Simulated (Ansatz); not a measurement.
## PPt3, from a guessed structure to a relaxed one

This structure for PPt3 is made up. Its elements were placed in a known structure type with a cell scaled to their sizes. What cell does the guess relax to, and how far off was it?

Program: Ansatz 0.2.0. Level of theory: DFT, PBE, plane-wave PAW, files of the set soft_1, scalar-relativistic, no spin, cell and ions relaxed at zero pressure; PAW set soft_1, in the first sound run; inputs show where later runs differ. Results are calculated unless marked as measured.

## (1) Starting point

The structure is cubic, space group Pm-3m (No. 221). The conventional cell has a = 3.916 Å, b = 3.916 Å, c = 3.916 Å, α = 90.00°, β = 90.00°, γ = 90.00°. Nearest to Pt lie 8 Pt at 2.77 Å and 4 P at 2.77 Å. P has 12 Pt at 2.77 Å nearest. Farther neighbours are not listed.

## (2) Relaxing cell and atoms

The guess takes its coordinates from another compound and its volume from a rule, so the cell and any free coordinates are relaxed together.

Contents of input.yaml:

```yaml
crystal:
  lattice:
    - [3.916, 0.0, 0.0]
    - [0.0, 3.916, 0.0]
    - [0.0, 0.0, 3.916]
  atoms:
    - { symbol: Pt, position: [0.5, 0.5, 0.0] }
    - { symbol: Pt, position: [0.5, 0.0, 0.5] }
    - { symbol: Pt, position: [0.0, 0.5, 0.5] }
    - { symbol: P, position: [0.0, 0.0, 0.0] }
kpoints:
  mp_grid: { grid: [7, 7, 7] }
scf:
  occupations: { method: fermi_dirac, width: 0.05 }
hamiltonian:
  xc: pbe
  pseudopotentials: { kind: paw, azcp: { folder: soft_1 } }
relax:
  f_tol: 0.015
  max_steps: 70
  cell: {}
output:
  forces: true
  stress: true
```

Started as:

```bash
ansatz run input.yaml --threads 4 --pin off --max-ram 8192MiB --backend cpu --events-out ev --progress --plain --runs-dir out
```

Numbers of over 12 decimals in the logs are rounded to 6 here.

Log:

```text
Engine: ansatz 0.2.0, x86_64-unknown-linux-gnu
Pseudopotentials: kind: paw
Pseudopotential: Pt, paw, valence charge 18, recommended cutoff 420 eV (normal), soft_1/Pt.paw.azcp
Pseudopotential: P, paw, valence charge 5, recommended cutoff 420 eV (normal), soft_1/P.paw.azcp
Functional definition: PBE
  parameter kappa = 0.804
  parameter beta = 0.066725
  exchange = pbe_x(kappa = kappa, mu = beta*pi^2/3)
  correlation = pbe_c(beta = beta)
Crystal: 4 atoms, lattice volume = 60.052 Å³
Basis set: ecut = 420 eV, 1189 PW (Γ), exchange–correlation on 54×54×54 points (8 copies of the dense FFT grid, shifted against one another)
Bands: 36, of which v1, the nominal top of the filled ones, is band 30 counted from 1 (29 counted from 0)
Symmetry: 48 space group operations
Space group: Pm-3m (ITA 221), of the structure as read, at distance tolerance 3.9e-5 Å
k-points: 20 of 343
Non-local potential: Pt, projectors of the file, l = 0: 3, l = 1: 2, l = 2: 2, l = 3: 1
Non-local potential: P, projectors of the file, l = 0: 2, l = 1: 2, l = 2: 1
PAW form: soft (Blöchl's): semilocal exchange-correlation on the pseudo side does not see the compensation charge
PAW one-centre angular grid: Pt, 590 points (default); XC on 64 Gauss nodes
PAW one-centre angular grid: P, 110 points (default); XC on 64 Gauss nodes
Initial density: superposition of atomic densities (chi_scale 0.1, normalization cell, long waves kept (reshape's long-wave potential 0.00 eV rms))
Initial wavefunctions: pseudopotential atomic-orbital guess
Functional: x = pbe(κ = 0.804, μ = 0.219515), c = pbe(β = 0.066725)
SCF iter   1: F=—  HF=-38330.126391 eV  |F-HF|=—  |Δ(HF+E_count)|=         —  Δρ=7.65e-2  dr2=3.91e0  ethr=3.10e-3  ⟨swp⟩=6.8  Hψ=2867  notcnv=0
preconditioner: auto → Kerker (q_TF=auto, 2.720 Å⁻¹)  [metal: Δε(μ)=0.011 eV  Ē_g=7.856 eV  σ=0.050 eV  W_gap=0.06  n_scr=18 (ndim 8)  ℏωp=28.3 eV  f_vac=0.000  D(μ)=7.67/eV (n_scr^D=92)]
SCF iter   2: F=—  HF=-38329.395014 eV  |F-HF|=—  |Δ(HF+E_count)|=   7.31e-1  Δρ=3.83e-2  dr2=9.62e-1  ethr=3.10e-3  ⟨swp⟩=3.0  Hψ=1298  notcnv=0  defer=6
SCF iter   3: F=—  HF=-38329.171146 eV  |F-HF|=—  |Δ(HF+E_count)|=   2.24e-1  Δρ=6.00e-3  dr2=1.24e-2  ethr=1.63e-3  ⟨swp⟩=2.0  Hψ=1124  notcnv=0  defer=6
SCF iter   4: F=—  HF=-38329.170781 eV  |F-HF|=—  |Δ(HF+E_count)|=   3.65e-4  Δρ=8.18e-4  dr2=3.34e-4  ethr=2.10e-5  ⟨swp⟩=2.3  Hψ=1293  notcnv=0  defer=6
SCF iter   5: F=—  HF=-38329.170822 eV  |F-HF|=—  |Δ(HF+E_count)|=   4.10e-5  Δρ=2.06e-4  dr2=2.04e-5  ethr=5.67e-7  ⟨swp⟩=2.1  Hψ=1092  notcnv=0  defer=6
SCF iter   6: F=—  HF=-38329.170845 eV  |F-HF|=—  |Δ(HF+E_count)|=   2.29e-5  Δρ=3.97e-5  dr2=8.29e-7  ethr=3.46e-8  ⟨swp⟩=2.5  Hψ=1260  notcnv=0  defer=6
SCF iter   7: F=-38329.170845 eV  HF=-38329.170845 eV  |F-HF|=1.04e-8  |Δ(HF+E_count)|=   7.26e-8  Δρ=7.64e-6  dr2=3.15e-8  ethr=1.69e-10  ⟨swp⟩=4.0  Hψ=2332  notcnv=0
SCF 1 converged in 7 iterations: F = -38329.170845 eV  dr2 = 3.15e-8
  greatest PAW one-centre occupation: 1.000 electrons in one spin orbital (limit 2), on the Pt atom at site 2 (counted from 0), in its partial waves of l = 0
relax step   1: F+E_penalty+E_count = -38329.17084494 eV  Δ(F+E_penalty+E_count) = +0.000e0 eV  max|allowed force component| = 4.071e-28 eV/Å  Δτ_max = 0.0000 Å  P = +5.512 GPa  Ω = 60.052 Å³  (7 SCF iters, dr2 threshold 1.00e-7 eV, accepted)
Crystal: 4 atoms, lattice volume = 63.573 Å³
Basis set: ecut = 420 eV, 1237 PW (Γ), exchange–correlation on 54×54×54 points (8 copies of the dense FFT grid, shifted against one another)
Initial density: handed on by an earlier stage of this run
Initial wavefunctions: those handed on with the density
iter 1 solved again at ethr=3.78e-5 eV; its pass at ethr=3.10e-3 eV (dr2=2.23e-2 eV) is discarded
SCF iter   1: F=—  HF=-38329.161212 eV  |F-HF|=—  |Δ(HF+E_count)|=         —  Δρ=4.58e-3  dr2=2.29e-2  ethr=3.78e-5  ⟨swp⟩=1.4  Hψ=3436  notcnv=0
preconditioner: auto → Kerker (q_TF=auto, 2.695 Å⁻¹)  [metal: Δε(μ)=0.008 eV  Ē_g=7.531 eV  σ=0.050 eV  W_gap=0.04  n_scr=18 (ndim 8)  ℏωp=27.6 eV  f_vac=0.000  D(μ)=6.75/eV (n_scr^D=80)]
SCF iter   2: F=—  HF=-38329.158490 eV  |F-HF|=—  |Δ(HF+E_count)|=   2.72e-3  Δρ=2.70e-3  dr2=8.27e-3  ethr=3.78e-5  ⟨swp⟩=1.0  Hψ=720  notcnv=0
SCF iter   3: F=—  HF=-38329.157057 eV  |F-HF|=—  |Δ(HF+E_count)|=   1.43e-3  Δρ=3.62e-4  dr2=1.29e-4  ethr=1.40e-5  ⟨swp⟩=1.8  Hψ=825  notcnv=0
SCF iter   4: F=—  HF=-38329.157120 eV  |F-HF|=—  |Δ(HF+E_count)|=   6.25e-5  Δρ=8.29e-5  dr2=3.73e-6  ethr=2.19e-7  ⟨swp⟩=2.1  Hψ=1036  notcnv=0
iter 5 did not close the SCF: its close was put off for the readings that it lacked (scf_convergence_deferred on its scf_iter line)
SCF iter   5: F=-38329.157119 eV  HF=-38329.157119 eV  |F-HF|=7.94e-8  |Δ(HF+E_count)|=   1.70e-7  Δρ=1.38e-5  dr2=1.77e-7  ethr=6.31e-9  ⟨swp⟩=2.1  Hψ=1060  notcnv=0
SCF iter   6: F=-38329.157119 eV  HF=-38329.157119 eV  |F-HF|=4.80e-9  |Δ(HF+E_count)|=   2.81e-8  Δρ=4.71e-6  dr2=1.69e-8  ethr=3.00e-10  ⟨swp⟩=2.2  Hψ=2344  notcnv=0
SCF 2 converged in 6 iterations: F = -38329.157119 eV  dr2 = 1.69e-8
relax step   2: F+E_penalty+E_count = -38329.15711935 eV  Δ(F+E_penalty+E_count) = +1.373e-2 eV  max|allowed force component| = 3.353e-30 eV/Å  Δτ_max = 0.0000 Å  P = -5.962 GPa  Ω = 63.573 Å³  energy of the carried Pulay correction = -1.432e-3 eV  (6 SCF iters, dr2 threshold 4.00e-7 eV, rejected (line search))
Crystal: 4 atoms, lattice volume = 61.693 Å³
Basis set: ecut = 420 eV, 1213 PW (Γ), exchange–correlation on 54×54×54 points (8 copies of the dense FFT grid, shifted against one another)
iter 1 solved again at ethr=1.23e-5 eV; its pass at ethr=3.10e-3 eV (dr2=7.29e-3 eV) is discarded
SCF iter   1: F=—  HF=-38329.196889 eV  |F-HF|=—  |Δ(HF+E_count)|=         —  Δρ=2.41e-3  dr2=5.93e-3  ethr=1.23e-5  ⟨swp⟩=1.5  Hψ=3359  notcnv=0
preconditioner: auto → Kerker (q_TF=auto, 2.708 Å⁻¹)  [metal: Δε(μ)=0.006 eV  Ē_g=7.726 eV  σ=0.050 eV  W_gap=0.03  n_scr=18 (ndim 8)  ℏωp=28.0 eV  f_vac=0.000  D(μ)=7.29/eV (n_scr^D=92)]
SCF iter   2: F=—  HF=-38329.196170 eV  |F-HF|=—  |Δ(HF+E_count)|=   7.19e-4  Δρ=1.40e-3  dr2=2.09e-3  ethr=1.00e-5  ⟨swp⟩=1.0  Hψ=720  notcnv=0
SCF iter   3: F=—  HF=-38329.195806 eV  |F-HF|=—  |Δ(HF+E_count)|=   3.64e-4  Δρ=1.92e-4  dr2=3.53e-5  ethr=3.54e-6  ⟨swp⟩=1.8  Hψ=824  notcnv=0
SCF iter   4: F=—  HF=-38329.195853 eV  |F-HF|=—  |Δ(HF+E_count)|=   4.64e-5  Δρ=4.40e-5  dr2=9.76e-7  ethr=5.98e-8  ⟨swp⟩=2.1  Hψ=1040  notcnv=0
SCF iter   5: F=—  HF=-38329.195853 eV  |F-HF|=—  |Δ(HF+E_count)|=   4.57e-8  Δρ=6.89e-6  dr2=4.00e-8  ethr=1.65e-9  ⟨swp⟩=2.1  Hψ=1052  notcnv=0
SCF iter   6: F=—  HF=-38329.195853 eV  |F-HF|=—  |Δ(HF+E_count)|=   5.95e-9  Δρ=2.39e-6  dr2=4.24e-9  ethr=6.78e-11  ⟨swp⟩=2.2  Hψ=1088  notcnv=0
SCF iter   7: F=—  HF=-38329.195853 eV  |F-HF|=—  |Δ(HF+E_count)|=  5.02e-10  Δρ=4.94e-7  dr2=1.36e-10  ethr=7.18e-12  ⟨swp⟩=2.1  Hψ=1010  notcnv=0
SCF iter   8: F=-38329.195853 eV  HF=-38329.195853 eV  |F-HF|=0.00e0  |Δ(HF+E_count)|=  2.91e-11  Δρ=1.05e-7  dr2=5.08e-12  ethr=1.00e-12  ⟨swp⟩=4.0  Hψ=2339  notcnv=0
SCF 3 converged in 8 iterations: F = -38329.195853 eV  dr2 = 5.08e-12
  greatest PAW one-centre occupation: 1.000 electrons in one spin orbital (limit 2), on the Pt atom at site 0 (counted from 0), in its partial waves of l = 0
relax step   3: F+E_penalty+E_count = -38329.19585287 eV  Δ(F+E_penalty+E_count) = -2.501e-2 eV  max|allowed force component| = 1.715e-29 eV/Å  Δτ_max = 0.0000 Å  P = -0.338 GPa  Ω = 61.693 Å³  energy of the carried Pulay correction = -6.780e-4 eV  (8 SCF iters, accepted)
Crystal: 4 atoms, lattice volume = 61.596 Å³
iter 1 solved again at ethr=2.10e-8 eV; its pass at ethr=3.10e-3 eV (dr2=1.24e-5 eV) is discarded
SCF iter   1: F=—  HF=-38329.195957 eV  |F-HF|=—  |Δ(HF+E_count)|=         —  Δρ=1.27e-4  dr2=1.69e-5  ethr=2.10e-8  ⟨swp⟩=2.0  Hψ=3240  notcnv=0
preconditioner: auto → Kerker (q_TF=auto, 2.709 Å⁻¹)  [metal: Δε(μ)=0.026 eV  Ē_g=7.749 eV  σ=0.050 eV  W_gap=0.13  n_scr=18 (ndim 8)  ℏωp=28.0 eV  f_vac=0.000  D(μ)=7.08/eV (n_scr^D=92)]
SCF iter   2: F=—  HF=-38329.196002 eV  |F-HF|=—  |Δ(HF+E_count)|=   4.48e-5  Δρ=7.34e-5  dr2=5.69e-6  ethr=2.10e-8  ⟨swp⟩=1.0  Hψ=720  notcnv=0
iter 3 did not close the SCF: its close was put off for the readings that it lacked (scf_convergence_deferred on its scf_iter line)
SCF iter   3: F=-38329.196001 eV  HF=-38329.196001 eV  |F-HF|=1.21e-7  |Δ(HF+E_count)|=   1.01e-6  Δρ=1.09e-5  dr2=1.60e-7  ethr=9.65e-9  ⟨swp⟩=1.4  Hψ=764  notcnv=0
iter 4 did not close the SCF: its close was put off for the readings that it lacked (scf_convergence_deferred on its scf_iter line)
SCF iter   4: F=-38329.196001 eV  HF=-38329.196001 eV  |F-HF|=2.16e-9  |Δ(HF+E_count)|=   2.92e-8  Δρ=3.08e-6  dr2=5.50e-9  ethr=2.71e-10  ⟨swp⟩=2.0  Hψ=895  notcnv=0
iter 5 did not close the SCF: its close was put off for the readings that it lacked (scf_convergence_deferred on its scf_iter line)
SCF iter   5: F=-38329.196001 eV  HF=-38329.196001 eV  |F-HF|=8.00e-11  |Δ(HF+E_count)|=  7.28e-11  Δρ=5.58e-7  dr2=2.16e-10  ethr=9.33e-12  ⟨swp⟩=2.1  Hψ=1017  notcnv=0
SCF iter   6: F=-38329.196001 eV  HF=-38329.196001 eV  |F-HF|=3.64e-11  |Δ(HF+E_count)|=  1.46e-11  Δρ=1.18e-7  dr2=1.35e-11  ethr=1.00e-12  ⟨swp⟩=1.0  Hψ=1527  notcnv=0
SCF 4 converged in 6 iterations: F = -38329.196001 eV  dr2 = 1.35e-11
relax step   4: F+E_penalty+E_count = -38329.19600067 eV  Δ(F+E_penalty+E_count) = -1.478e-4 eV  max|allowed force component| = 2.441e-29 eV/Å  Δτ_max = 0.0000 Å  P = -0.017 GPa  Ω = 61.596 Å³  energy of the carried Pulay correction = -6.383e-4 eV  (6 SCF iters, dr2 threshold 2.86e-7 eV, accepted)
Initial wavefunctions: pseudopotential atomic-orbital guess (no wavefunctions were taken with the density)
iter 1 solved again at ethr=1.79e-7 eV; its pass at ethr=3.10e-3 eV (dr2=1.06e-4 eV) is discarded
SCF iter   1: F=—  HF=-38329.196180 eV  |F-HF|=—  |Δ(HF+E_count)|=         —  Δρ=4.88e-4  dr2=3.45e-6  ethr=1.79e-7  ⟨swp⟩=3.0  Hψ=4711  notcnv=0
preconditioner: auto → Kerker (q_TF=auto, 2.709 Å⁻¹)  [metal: Δε(μ)=0.025 eV  Ē_g=7.749 eV  σ=0.050 eV  W_gap=0.13  n_scr=18 (ndim 8)  ℏωp=28.0 eV  f_vac=0.000  D(μ)=7.07/eV (n_scr^D=92)]
SCF iter   2: F=—  HF=-38329.196509 eV  |F-HF|=—  |Δ(HF+E_count)|=   3.30e-4  Δρ=2.48e-4  dr2=8.90e-7  ethr=5.85e-9  ⟨swp⟩=1.3  Hψ=728  notcnv=0
SCF iter   3: F=—  HF=-38329.196605 eV  |F-HF|=—  |Δ(HF+E_count)|=   9.59e-5  Δρ=2.04e-6  dr2=3.57e-10  ethr=1.51e-9  ⟨swp⟩=1.1  Hψ=721  notcnv=0
iter 4 did not close the SCF: its close was put off for the readings that it lacked (scf_convergence_deferred on its scf_iter line)
SCF iter   4: F=-38329.196605 eV  HF=-38329.196605 eV  |F-HF|=1.46e-11  |Δ(HF+E_count)|=   1.36e-9  Δρ=3.83e-7  dr2=3.97e-11  ethr=1.00e-12  ⟨swp⟩=2.1  Hψ=1334  notcnv=0
iter 5 did not close the SCF: its close was put off for the readings that it lacked (scf_convergence_deferred on its scf_iter line)
SCF iter   5: F=-38329.196605 eV  HF=-38329.196605 eV  |F-HF|=7.28e-12  |Δ(HF+E_count)|=  2.18e-11  Δρ=9.63e-8  dr2=6.70e-12  ethr=1.00e-12  ⟨swp⟩=1.0  Hψ=720  notcnv=0
iter 6 did not close the SCF: its close was put off for the readings that it lacked (scf_convergence_deferred on its scf_iter line)
SCF iter   6: F=-38329.196605 eV  HF=-38329.196605 eV  |F-HF|=1.46e-11  |Δ(HF+E_count)|=  7.28e-12  Δρ=2.52e-8  dr2=6.28e-13  ethr=1.00e-12  ⟨swp⟩=1.0  Hψ=720  notcnv=0
iter 7 did not close the SCF: its close was put off for the readings that it lacked (scf_convergence_deferred on its scf_iter line)
SCF iter   7: F=-38329.196605 eV  HF=-38329.196605 eV  |F-HF|=0.00e0  |Δ(HF+E_count)|=  1.46e-11  Δρ=8.25e-9  dr2=2.84e-14  ethr=1.00e-12  ⟨swp⟩=1.0  Hψ=720  notcnv=0
SCF iter   8: F=-38329.196605 eV  HF=-38329.196605 eV  |F-HF|=0.00e0  |Δ(HF+E_count)|=    0.00e0  Δρ=1.43e-9  dr2=9.45e-16  ethr=1.00e-12  ⟨swp⟩=1.1  Hψ=1522  notcnv=0
SCF 5 converged in 8 iterations: F = -38329.196605 eV  dr2 = 9.45e-16
relax step   5: F+E_penalty+E_count = -38329.19660497 eV  Δ(F+E_penalty+E_count) = -6.043e-4 eV  max|allowed force component| = 2.173e-29 eV/Å  Δτ_max = 0.0000 Å  P = -0.029 GPa  Ω = 61.596 Å³  stress off target by 2.91e-2 GPa  SCF on the basis re-selected at this cell (its energy is not comparable with the rows above)  (8 SCF iters)
basis re-selected at this cell: Δ(F+E_penalty+E_count) = -6.043e-4 eV, ΔP = -0.012 GPa vs the last step (what re-selecting the basis moved, of the pressure what is left beyond the Pulay correction that the steps carried, after the strain that the cell walked since its last selection, with what the two solves' SCF thresholds leave and, on support functions, any second-order correction that the steps lacked; it is no m [...]
SCF converged after 8 iterations
Free energy (F): -38329.196605 eV
Harris-Foulkes:  -38329.196605 eV  (|F-HF|=0.00e0)
Internal energy: -38329.142022 eV  (E = F + TS)
E sigma→0 (E₀):  -38329.169313 eV
Entropy (-TS):   -0.054583 eV (-13.646 meV/atom)
Fermi energy:    19.975579 eV
--- Per-component energies (eV) ---
  E_band       = -508.516823
  E_kinetic    = 1858.985923
  E_local      = -5339.751837  (includes V_loc(G=0)·N_el)
  E_nonlocal   = 644.145005
  E_hartree    = 2081.567712
  E_xc         = -769.082885
  E_vxc        = -874.246685  (∫ρ·V_xc dr)
  E_paw        = -29009.969976  (= ΣΔE_a)
  E_vpaw       = -960.788004  (= ΣTr[D̂ρ^β])
  E_aug_tail   = 0.003350  (compensation charges beyond the density's cutoff)
  E_ewald      = -7795.039314
  E_smearing   = -0.054583  (= −TS)
  E_closure    = 0.000000  (closes the sum)
  Σ components = -38329.196605   (vs F -38329.196605, Δ=0.00e0)
--- Forces (eV/Å), atoms counted from 1 ---
  atom   1  Pt    -0.00000000    -0.00000000     0.00000000
  atom   2  Pt     0.00000000    -0.00000000     0.00000000
  atom   3  Pt     0.00000000    -0.00000000     0.00000000
  atom   4  P     -0.00000000     0.00000000    -0.00000000
  max |Σ_I F_I| component: 3.09e-29 eV/Å
--- Stress (GPa, compression-positive) ---
       -0.029074      -0.000000      -0.000000
       -0.000000      -0.029074       0.000000
       -0.000000       0.000000      -0.029074
  P = ⅓ Tr σ = -0.0291 GPa (-0.291 kbar)
--- Relaxed structure (4 steps of the walk, 3 accepted, 1 SCFs on fresh bases) ---
  F+E_penalty+E_count = -38329.19660497 eV   max|allowed force component| = 2.173e-29 eV/Å   (the final SCF, on the basis selected at the relaxed cell)
  cell:  # Å, volume = 61.5961 Å³
    - [3.949278, 0, 0]
    - [0, 3.949278, 0]
    - [0, 0, 3.949278]
  atoms:
    - { symbol: Pt, position: [0.5, 0.5, 0] }
    - { symbol: Pt, position: [0.5, 0, 0.5] }
    - { symbol: Pt, position: [0, 0.5, 0.5] }
    - { symbol: P, position: [0, 0, 0] }
```

Elapsed: 3.2 s, on 4 threads of Intel Xeon Platinum 8488C (Sapphire Rapids), shared host; peak memory 0.44 GiB.

Step by step:

| step | energy less that of the first step (eV) | largest force component (eV/Å) | pressure (GPa) | volume (Å³) |
| --- | --- | --- | --- | --- |
| 1 | 0.0000 | 0.0000 | 5.51 | 60.05 |
| 2 | 0.0137 | 0.0000 | -5.96 | 63.57 |
| 3 | -0.0250 | 0.0000 | -0.34 | 61.69 |
| 4 | -0.0252 | 0.0000 | -0.02 | 61.60 |
| 5* | -0.0258 | 0.0000 | -0.03 | 61.60 |

Relaxation steps marked * repeat the geometry before them on a plane-wave basis chosen anew for their cell, so energy and pressure can jump there. Relaxation step 2 was tried and not accepted.

The run keeps the 48 symmetry operations that it works with, so distortions that break them were not tested.

| conventional cell, symmetrised | before | after | change |
| --- | --- | --- | --- |
| a (Å) | 3.916 | 3.949 | +0.8 % |
| b (Å) | 3.916 | 3.949 | +0.8 % |
| c (Å) | 3.916 | 3.949 | +0.8 % |
| volume (Å³/atom) | 15.01 | 15.40 | +2.6 % |

Final coordinates:

```xyz
4
Lattice="3.9493 0.0000 0.0000 0.0000 3.9493 0.0000 0.0000 0.0000 3.9493" Properties=species:S:1:pos:R:3 pbc="T T T"
Pt    1.9746    1.9746    0.0000
Pt    1.9746    0.0000    1.9746
Pt    0.0000    1.9746    1.9746
P     0.0000    0.0000    0.0000
```

This step gave:

```yaml
free_energy: -38329.1966 eV
energy_at_zero_smearing: -38329.1693 eV
smearing_term_ts: 0.05458 eV
fermi_energy: 19.98 eV
electrons: 59
symmetry_operations: 48
pressure: -0.02907 GPa
```

The shortest distance of each pair, which need not be the same contact before and after:

| pair | guess (Å) | relaxed (Å) |
| --- | --- | --- |
| Pt–Pt | 2.769 | 2.793 |
| P–Pt | 2.769 | 2.793 |
| P–P | 3.916 | 3.949 |

The relaxation ends with a pressure of -0.03 GPa.

(Part 1 of 2 ends here.)

[Logs are printed without paths, hosts, clocks, repeated set-up lines and the standing remarks that a program may print on its own settings, such as how far it seeks lower states.]

[Hosts, paths, dates, database ids (printed as entryN), source tags and the programs' standing remarks are cut or masked in the printed files.]
